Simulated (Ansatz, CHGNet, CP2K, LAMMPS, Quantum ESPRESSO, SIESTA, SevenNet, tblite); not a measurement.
**Running Zn2+ BF4- in dimethoxyethane and tetrahydrofuran at 400 K (85 atoms) with SIESTA**

How do the settings of SIESTA change the result for Zn2+ BF4- in dimethoxyethane and tetrahydrofuran at 400 K (85 atoms)? A plane-wave run serves as the yardstick.

Program: SIESTA 5.4.2. Level of theory: the method is named at each step. Results are calculated unless marked as measured.

## 1. The starting structure

The cell holds 85 atoms: 20 C, 8 O, 46 H, 2 B, 8 F and 1 Zn. Its edges and angles: a = 9.806 Å, b = 9.806 Å, c = 9.806 Å, α = 90.0°, β = 90.0°, γ = 90.0°. 3 dimethoxyethane, 2 tetrahydrofuran, 1 Zn2+, 2 BF4- placed at random, at 1.15 g/cm³; overlaps pushed apart, then 10 ps at 550 K with stiff harmonic cages for PF6 and BF4 with UFF radii; divalent ions of Li, Roberts, Chakravorty and Merz (J. Chem. Theory Comput. 9, 2733 (2013)); MMFF94 bonds, angles, torsions, charges and radii (Halgren, J. Comput. Chem. 17, 490 (1996)) in harmonic and 12-6 forms; charges of ions scaled by 0.8. Snapshot after 30 ps at 400 K and fixed volume.

The yardstick, on the same geometry:

| Property | Result |
| --- | --- |
| method | Kohn-Sham DFT, PBE, SSSP efficiency 1.3.0 pseudopotentials, plane waves (Quantum ESPRESSO 7.5); sssp-pbe-1.3.0-efficiency, cutoffs 60/480 Ry, Γ point |
| r.m.s. force component | 1.053 eV/Å |
| longest force | 4.129 eV/Å |
| pressure | 5.656 GPa |
| gap (highest filled to lowest empty level) | 3.953 eV |
| time | 92 s on 2 MPI ranks of Arm Neoverse V2, shared host |
| CPU time | 3.1 min |

## 2. PBE, DZP, shift 0.01 Ry, mesh 500 Ry

Method: Kohn-Sham DFT, PBE, PseudoDojo 0.4.1 norm-conserving pseudopotentials (converted to PSML), numerical atomic orbitals (DZP), diagonalisation.

The .psml files are PseudoDojo norm-conserving potentials that we converted to this format, checked against plane waves on the same files for H, C, O, Si, Ge and Ca alone.

input.fdf

```
SystemLabel cell
NumberOfAtoms 85
NumberOfSpecies 6
%block ChemicalSpeciesLabel
  1 6 C
  2 8 O
  3 1 H
  4 5 B
  5 9 F
  6 30 Zn
%endblock ChemicalSpeciesLabel
LatticeConstant 1.0 Ang
%block LatticeVectors
  9.80591 0.00000 0.00000
  0.00000 9.80591 0.00000
  0.00000 0.00000 9.80591
%endblock LatticeVectors
PAO.BasisSize DZP
PAO.EnergyShift 0.01 Ry
XC.Functional GGA
XC.Authors PBE
MeshCutoff 500 Ry
%block kgrid_Monkhorst_Pack
  1 0 0 0.0
  0 1 0 0.0
  0 0 1 0.0
%endblock kgrid_Monkhorst_Pack
SolutionMethod diagon
OccupationFunction FD
ElectronicTemperature 580 K
SCF.Mixer.Method Pulay
SCF.Mixer.Weight 0.15
SCF.Mixer.History 8
SCF.Mix Hamiltonian
MaxSCFIterations 300
SCF.DM.Tolerance 1e-04
SCF.H.Tolerance 1.0e-3 eV
WriteForces T
Write.HirshfeldPop T
Write.VoronoiPop T
Write.DM F
Write.H F
XML.Write F
AtomicCoordinatesFormat Fractional
%block AtomicCoordinatesAndAtomicSpecies
  0.49430 0.67028 0.91503 1
  0.58372 0.77174 0.96257 2
  0.50089 0.88437 0.02352 1
  0.57155 0.00591 0.98123 1
  0.71746 0.98636 0.99960 2
  0.78197 0.11199 0.96926 1
  0.54233 0.60830 0.84135 3
  0.42789 0.73004 0.85200 3
  0.43436 0.60009 0.98857 3
  0.39539 0.89933 0.99091 3
  0.50995 0.86561 0.12651 3
  0.54515 0.03307 0.88058 3
  0.55318 0.09449 0.05131 3
  0.83564 0.10418 0.87344 3
  0.70382 0.19674 0.97063 3
  0.85987 0.13501 0.04880 3
  0.05630 0.91621 0.05673 1
  0.96201 0.86849 0.96166 2
  0.01264 0.86643 0.82422 1
  0.90581 0.83142 0.71858 1
  0.77047 0.85350 0.77736 2
  0.67268 0.83325 0.67067 1
  0.01421 0.90513 0.15628 3
  0.07455 0.02425 0.03998 3
  0.15344 0.85902 0.04729 3
  0.04922 0.96868 0.80863 3
  0.10066 0.79777 0.80806 3
  0.92425 0.89683 0.63411 3
  0.91493 0.72689 0.66609 3
  0.69200 0.90287 0.58982 3
  0.67722 0.72228 0.66129 3
  0.57043 0.85800 0.70423 3
  0.00455 0.19451 0.45575 1
  0.90856 0.12672 0.53993 2
  0.77652 0.14688 0.50542 1
  0.73089 0.29282 0.53262 1
  0.59376 0.30550 0.48507 2
  0.59857 0.32633 0.33836 1
  0.11215 0.16437 0.46741 3
  0.99244 0.30386 0.47890 3
  0.96863 0.16639 0.35109 3
  0.74163 0.10843 0.39931 3
  0.71331 0.09008 0.57943 3
  0.73482 0.29877 0.64401 3
  0.79899 0.37343 0.48300 3
  0.50032 0.36132 0.30696 3
  0.69313 0.37253 0.30074 3
  0.59040 0.22951 0.28914 3
  0.25766 0.61918 0.41488 1
  0.15933 0.51635 0.34874 1
  0.13136 0.58414 0.21783 1
  0.25743 0.65288 0.18418 2
  0.30067 0.71384 0.30822 1
  0.21542 0.67540 0.50009 3
  0.33328 0.55961 0.46302 3
  0.06416 0.49271 0.40280 3
[... 25 atom lines left out ...]
  0.82157 0.63559 0.95440 5
  0.76755 0.43948 0.84640 5
  0.95569 0.53552 0.79706 5
  0.78137 0.81120 0.96366 6
%endblock AtomicCoordinatesAndAtomicSpecies
```

Run with:

```console
> OMP_NUM_THREADS=1 mpirun -np 2 siesta < input.fdf > output.txt
```

Log:

```text
Version         : 5.4.2
reinit: System Name:
reinit: System Label: cell
initatom: Reading input for the pseudopotentials and atomic orbitals ----------
Species number:   1 Atomic number:    6 Label: C
Species number:   2 Atomic number:    8 Label: O
Species number:   3 Atomic number:    1 Label: H
Species number:   4 Atomic number:    5 Label: B
Species number:   5 Atomic number:    9 Label: F
Species number:   6 Atomic number:   30 Label: Zn
Ground state valence configuration (from tables):   2s02  2p02  3d00  4f00
Ground state valence configuration (from tables):   2s02  2p04  3d00  4f00
Ground state valence configuration (from tables):   1s01  2p00  3d00  4f00
Ground state valence configuration (from tables):   2s02  2p01  3d00  4f00
Ground state valence configuration (from tables):   2s02  2p05  3d00  4f00
Ground state valence configuration (from tables):   4s02  4p00  3d10  4f00
---- Processing specs for species: C
GGA--PBE XC_GGA_X_PBE--XC_GGA_C_PBE pb
---- Processing specs for species: O
GGA--PBE XC_GGA_X_PBE--XC_GGA_C_PBE pb
---- Processing specs for species: H
GGA--PBE XC_GGA_X_PBE--XC_GGA_C_PBE pb
---- Processing specs for species: B
GGA--PBE XC_GGA_X_PBE--XC_GGA_C_PBE pb
---- Processing specs for species: F
GGA--PBE XC_GGA_X_PBE--XC_GGA_C_PBE pb
---- Processing specs for species: Zn
GGA--PBE XC_GGA_X_PBE--XC_GGA_C_PBE pb
Semicore shell(s) with  8 electrons included in the valence for Zn
Semicore shell(s): 3s 3p
Fallback to non-perturbative polarization scheme for Zn
Please see the manual if this is not desired in principle
C pseudopotential only contains V_ls up to l=1 -- lmxkb reset.
O pseudopotential only contains V_ls up to l=2 -- lmxkb reset.
H pseudopotential only contains V_ls up to l=1 -- lmxkb reset.
B pseudopotential only contains V_ls up to l=1 -- lmxkb reset.
F pseudopotential only contains V_ls up to l=2 -- lmxkb reset.
Zn pseudopotential only contains V_ls up to l=2 -- lmxkb reset.
Using PAO.SplitTailNorm
[... lines left out ...]
Total number of electrons:   256.000000
[... lines left out ...]
outcell: Cell volume (Ang**3)        :    942.8958
Gamma-point calculation with multiply-connected orbital pairs
Gamma-point calculation with multiply-connected orbital pairs
Folding of H and S implicitly performed
Folding of H and S implicitly performed
new_DM -- step:     1
Initializing Density Matrix...
Attempting to read DM from file... Failed...
DM filled with atomic data:
InitMesh: MESH = 144 x 144 x 144 = 2985984
InitMesh: Mesh cutoff (required, used) =   500.000   596.007 Ry
stepf: Fermi-Dirac step function
        iscf     Eharris(eV)        E_KS(eV)     FreeEng(eV)     dDmax    Ef(eV) dHmax(eV)
   scf:    1   -17516.896122   -18366.706853   -18366.900056  1.886835 -1.031886160.847966
   scf:    2   -18800.013383   -18804.335254   -18804.335254  1.235614 -3.889840 22.098485
   scf:    3   -18812.244126   -18808.491384   -18808.491384  0.092132 -4.408075 16.274631
   scf:    4   -18814.912416   -18813.000876   -18813.000876  0.276905 -4.315178  1.245719
[...]
scf:   11   -18813.311283   -18813.311280   -18813.311280  0.000207 -3.914782  0.003128
   scf:   12   -18813.311281   -18813.311281   -18813.311281  0.000051 -3.915450  0.000518
SCF Convergence by DM+H criterion
max |DM_out - DM_in|         :     0.0000511168
max |H_out - H_in|      (eV) :     0.0005177798
SCF cycle converged after 12 iterations
Using DM_out to compute the final energy and forces
siesta: E_KS(eV) =           -18813.3113
siesta: E_KS - E_eggbox =    -18813.3113
siesta: Atomic forces (eV/Ang):
     1   -1.353586   -0.732287    0.641358
     2   -2.626836    0.314889    0.937146
     3    0.925256   -1.334665   -1.643262
[...]
84    2.250489    0.189312    0.211192
    85   -1.499305    0.356131   -0.744167
----------------------------------------
   Tot   -0.001512    0.002785    0.004528
----------------------------------------
   Max    3.671219
   Res    1.174803    sqrt( Sum f_i^2 / 3N )
----------------------------------------
   Max    3.671219    constrained
Stress tensor Voigt[x,y,z,yz,xz,xy] (kbar):      -55.86      -79.96      -84.90        8.08       -0.82        2.00
(Free)E + p*V (eV/cell)   -18770.0122
Target enthalpy (eV/cell)   -18813.3113
siesta: Program's energy decomposition (eV):
siesta: Ebs     =     -4196.636124
siesta: Eions   =     27880.363128
siesta: Ena     =      4724.741515
siesta: Ekin    =     11614.970838
siesta: Enl     =     -2700.369121
siesta: DEna    =      -173.347480
siesta: DUscf   =        27.716392
siesta: Ex      =     -4126.734268
siesta: Ec      =      -299.926028
siesta: Exc     =     -4426.660297
siesta: Eharris =    -18813.311281
siesta: Etot    =    -18813.311281
siesta: FreeEng =    -18813.311281
siesta: Final energy (eV):
siesta:  Band Struct. =   -4196.636124
siesta:       Kinetic =   11614.970838
siesta:       Hartree =   15860.176976
siesta:         Exch. =   -4126.734268
siesta:         Corr. =    -299.926028
siesta:   Exch.-corr. =   -4426.660297
siesta:  Ion-electron =  -42517.885435
siesta:       Ion-ion =     656.086637
siesta:         Total =  -18813.311281
siesta:         Fermi =      -3.915450
siesta: Stress tensor (static) (eV/Ang**3):
siesta:    -0.034867    0.001247   -0.000515
siesta:     0.001247   -0.049904    0.005044
siesta:    -0.000515    0.005043   -0.052993
siesta: Cell volume =        942.895816 Ang**3
siesta: Pressure (static):
siesta:                Solid            Molecule  Units
siesta:           0.00050015          0.00051298  Ry/Bohr**3
siesta:           0.04592134          0.04709966  eV/Ang**3
siesta:          73.57409842         75.46196848  kBar
    Orbital volume contribution        =          23.563192 eV
    (Free)E + p_basis*V_orbitals       =      -18789.748088 eV
    (Free)Eharris+ p_basis*V_orbitals  =      -18789.748088 eV
Hirshfeld Atomic Populations:
Atom #   charge [q] valence [e]  Species
     1    -0.020816    4.020816  C
     2    -0.070658    6.070658  O
     3     0.021887    3.978113  C
     4     0.014421    3.985579  C
     5    -0.078409    6.078409  O
[...]
7     0.025576    0.974424  H
     8     0.014789    0.985211  H
     9     0.035125    0.964875  H
[...]
18    -0.061669    6.061669  O
[...]
75     0.108948    2.891052  B
    76    -0.130434    7.130434  F
    77    -0.171489    7.171489  F
    78    -0.197956    7.197956  F
[...]
80     0.118272    2.881728  B
[...]
85     0.788165   19.211835  Zn
--------------------
 Total     0.000000
Voronoi Atomic Populations:
Atom #   charge [q] valence [e]  Species
[...]
52    -0.134848    6.134848  O
[...]
64     0.070648    3.929352  C
    65    -0.135071    6.135071  O
    66     0.063313    3.936687  C
[...]
73    -0.007475    1.007475  H
    74    -0.010083    1.010083  H
    75     0.189575    2.810425  B
[...]
80     0.193164    2.806836  B
[...]
83    -0.221891    7.221891  F
    84    -0.191218    7.191218  F
    85     0.866399   19.133601  Zn
--------------------
 Total     0.000000
```

The job ended after 89 s (2 MPI ranks of Arm Neoverse V2, shared host; peak memory 1.7 GiB; 3 min of CPU time).

Banners, paths, timers and routine set-up lines are dropped from the logs unmarked, and long logs keep their key lines alone; longer cuts are marked.

Numbers from this run, and their distance from the reference:

* r.m.s. force component: 1.175 eV/Å
* r.m.s. difference of force components: 337.9 meV/Å
* longest difference of force vectors: 953 meV/Å
* force difference over r.m.s. force: 32.09 %
* slope of forces against the reference's: 1.071
* correlation of force components: 0.9598
* gap (highest filled to lowest empty level): 4.251 eV
* gap difference: 0.2979 eV
* pressure: 7.357 GPa
* pressure difference: 1.702 GPa

This run lies far from the reference in forces at the same functional.

Length of the force difference by element (eV/Å):

| element | atoms | mean | most |
| --- | --- | --- | --- |
| B | 2 | 0.19 | 0.25 |
| C | 20 | 0.52 | 0.81 |
| F | 8 | 0.28 | 0.38 |
| H | 46 | 0.69 | 0.95 |
| O | 8 | 0.23 | 0.31 |
| Zn | 1 | 0.19 | 0.19 |

Levels nearest the highest filled one (eV from it): -2.26, -2.16, -2.07, -2.05, -2.01, -1.97, -1.75, -1.72, -1.14, -0.68, -0.47, 0.00, 4.25, 4.70, 4.89, 5.42, 5.48, 5.62, 5.67, 5.87, 5.98, 6.14, 6.29, 6.38.

The surroundings of F76, picked at random, nearest first, numbered as they follow in the input and with coordinates relative to it.

| atom | x | y | z | distance (Å) | bonds | Hirshfeld charge (e) | Fx | Fy | Fz (eV/Å) |
| --- | --- | --- | --- | --- | --- | --- | --- | --- | --- |
| F76 | 0.00 | 0.00 | 0.00 | 0.00 | 2 | -0.13 | 0.33 | -0.89 | 3.67 |
| B75 | -0.32 | -0.04 | 1.40 | 1.44 | 4 | 0.11 | 1.03 | 0.64 | 2.42 |
| Zn85 | -0.08 | 0.31 | -1.77 | 1.80 | 6 | 0.79 | -1.50 | 0.36 | -0.74 |
| F77 | -0.79 | 1.25 | 1.74 | 2.29 | 1 | -0.17 | -0.50 | -0.04 | -0.31 |
| F82 | 0.32 | -1.41 | -1.87 | 2.36 | 2 | -0.17 | 0.86 | -3.64 | 0.18 |
| F79 | -1.19 | -1.05 | 1.76 | 2.37 | 1 | -0.16 | -0.71 | -0.29 | -0.58 |
| F78 | 0.88 | -0.23 | 2.20 | 2.38 | 1 | -0.20 | -0.02 | -0.06 | -0.86 |
| H23 | 2.20 | 1.23 | 0.11 | 2.53 | 1 | 0.04 | -0.76 | -0.44 | 1.67 |
| O5 | -0.71 | 2.03 | -1.42 | 2.58 | 3 | -0.08 | -1.86 | 2.64 | 0.61 |
| O18 | 1.69 | 0.87 | -1.79 | 2.62 | 3 | -0.06 | 1.70 | -0.47 | -1.20 |
| O2 | -2.02 | -0.08 | -1.79 | 2.70 | 3 | -0.07 | -2.63 | 0.31 | 0.94 |

Forces lie 32 % from the reference's, at 0.97 times its CPU time.

## 3. RPBE, PBE potentials, DZP, shift 0.01 Ry, mesh 500 Ry

Method: Kohn-Sham DFT, RPBE, PseudoDojo 0.4.1 norm-conserving pseudopotentials (converted to PSML), numerical atomic orbitals (DZP), diagonalisation.

input.fdf, as its differences from that of step 2:

```diff
@@ -20,3 +20,3 @@
 XC.Functional GGA
-XC.Authors PBE
+XC.Authors RPBE
 MeshCutoff 500 Ry
```

Log:

```text
Version         : 5.4.2
reinit: System Name:
reinit: System Label: cell
initatom: Reading input for the pseudopotentials and atomic orbitals ----------
Species number:   1 Atomic number:    6 Label: C
Species number:   2 Atomic number:    8 Label: O
Species number:   3 Atomic number:    1 Label: H
Species number:   4 Atomic number:    5 Label: B
Species number:   5 Atomic number:    9 Label: F
Species number:   6 Atomic number:   30 Label: Zn
Ground state valence configuration (from tables):   2s02  2p02  3d00  4f00
[... lines left out ...]
SCF Convergence by DM+H criterion
[... lines left out ...]
SCF cycle converged after 12 iterations
[... lines left out ...]
   Max    3.871038
[... lines left out ...]
   Max    3.871038    constrained
Stress tensor Voigt[x,y,z,yz,xz,xy] (kbar):      -64.74      -88.86      -93.10        8.68       -0.97        1.63
[... lines left out ...]
siesta: FreeEng =    -18832.741536
[... lines left out ...]
siesta:         Fermi =      -3.199939
[... lines left out ...]
siesta:          82.23007702         86.46169786  kBar
[... lines left out ...]
    (Free)Eharris+ p_basis*V_orbitals  =      -18809.150019 eV
Hirshfeld Atomic Populations:
Atom #   charge [q] valence [e]  Species
     1    -0.016461    4.016461  C
     2    -0.071683    6.071683  O
     3     0.025128    3.974872  C
     4     0.017685    3.982315  C
     5    -0.079218    6.079218  O
[...]
7     0.025160    0.974840  H
     8     0.013143    0.986857  H
     9     0.034092    0.965908  H
[...]
18    -0.062433    6.062433  O
[...]
75     0.110577    2.889423  B
    76    -0.131522    7.131522  F
    77    -0.173736    7.173736  F
    78    -0.200220    7.200220  F
[...]
80     0.119374    2.880626  B
[...]
85     0.792371   19.207629  Zn
--------------------
 Total     0.000002
Voronoi Atomic Populations:
Atom #   charge [q] valence [e]  Species
[...]
52    -0.137314    6.137314  O
[...]
64     0.074468    3.925532  C
    65    -0.137420    6.137420  O
    66     0.066802    3.933198  C
[...]
73    -0.008708    1.008708  H
    74    -0.011421    1.011421  H
    75     0.191991    2.808009  B
[...]
80     0.195402    2.804598  B
[...]
83    -0.224469    7.224469  F
    84    -0.193498    7.193498  F
    85     0.869080   19.130920  Zn
--------------------
 Total     0.000002
```

Wall time 90 s (2 MPI ranks); peak memory 1.7 GiB.

Against the reference:

```yaml
r_m_s_force_component: 1.178 eV/Å
r_m_s_difference_of_force_components: 291.4 meV/Å
longest_difference_of_force_vectors: 831 meV/Å
force_difference_over_r_m_s_force: 27.68 %
slope_of_forces_against_the_reference_s: 1.088
correlation_of_force_components: 0.9721
spacing_of_highest_filled_and_lowest_empty_level: 4.373 eV
gap_difference: 0.4197 eV
pressure: 8.223 GPa
pressure_difference: 2.567 GPa
```

Against the first run (32 %), the force difference from the reference is 28 %, at 1.0 times the CPU time; another functional landing nearer a PBE reference means that errors partly cancel.

## 4. All runs compared

Differences are against the plane-wave reference, forces as r.m.s. over components; share is that over the reference's r.m.s. force, slope the least-squares factor from reference forces to these. Total energies of different programs have different zeros and aren't compared.

| run | Δ force, r.m.s. (meV/Å) | share (%) | slope | Δ pressure (GPa) | Δ gap (eV) | cores | CPU time | memory (GiB) |
| --- | --- | --- | --- | --- | --- | --- | --- | --- |
| reference | - | - | - | - | - | 2 | 3.1 min | 2.3 |
| SIESTA PBE, DZP, shift 0.01 Ry, mesh 500 Ry | 338 | 32.1 | 1.071 | 1.70 | 0.298 | 2 | 3 min | 1.7 |
| SIESTA RPBE, PBE potentials, DZP, shift 0.01 Ry, mesh 500 Ry | 291 | 27.7 | 1.088 | 2.57 | 0.420 | 2 | 3 min | 1.7 |

CPU time is summed over cores on a shared host, where runs went side by side, so it is rough. Symmetry, cutoffs, thresholds, outputs and thread counts weren't matched or tuned between programs; memory under MPI is the largest rank's times the ranks.

## 5. Summary of results

```json
{"nearest in forces": "SIESTA RPBE, PBE potentials, DZP, shift 0.01 Ry, mesh 500 Ry, 28 %", "its CPU time": "3 min"}
```

The PBE run in local orbitals differs by 32 % (SIESTA PBE, DZP, shift 0.01 Ry, mesh 500 Ry); basis, grid and potentials can all enter. Rows with another functional or a dispersion term differ by 28 % (SIESTA RPBE, PBE potentials, DZP, shift 0.01 Ry, mesh 500 Ry), which mixes the change of model with differences of basis and potentials, some of them made for another functional. None of the electronic-structure runs in the table takes under half the reference's CPU time of 3.1 min; they take 0.97 to 0.98 times as much. At the same functional, the gap of SIESTA PBE, DZP, shift 0.01 Ry, mesh 500 Ry lies 0.30 eV above the reference's 3.95 eV. In pressure, SIESTA PBE, DZP, shift 0.01 Ry, mesh 500 Ry misses by +1.7 GPa, at the same functional. With short bonds to hydrogen, sets of potentials differ among themselves by several per cent in forces even at converged cutoffs, so the reference isn't exact here either. The reference's pressure holds the uncorrected Pulay stress of its 60 Ry basis, so small pressure differences, and their order, may be the reference's own error. The network of contacts between molecules at the start is that of the classical potential that made the cell, and needn't be the one that DFT or experiment would give. The reference's PBE has no dispersion term, which matters for the binding between molecules or layers. The density was typed from a rule of thumb and may lie off the real one at this temperature. The electronic-structure runs sample only Γ, in a cell whose shortest periodic width is 10 Å.

[Also dropped from logs without a mark: logging warnings of Python, and SIESTA's first energy breakdown and zero terms.]

[Logs are printed without paths, hosts, clocks, repeated set-up lines and the standing remarks that a program may print on its own settings, such as how far it seeks lower states.]

[Hosts, paths, dates, database ids (printed as entryN), source tags and the programs' standing remarks are cut or masked in the printed files.]

[The MMFF94 radii named for the starting cell were scaled by 0.96; in molecules described by MMFF94, hydrogen bound to N, O or S took a small fixed 12-6 site in their place.]
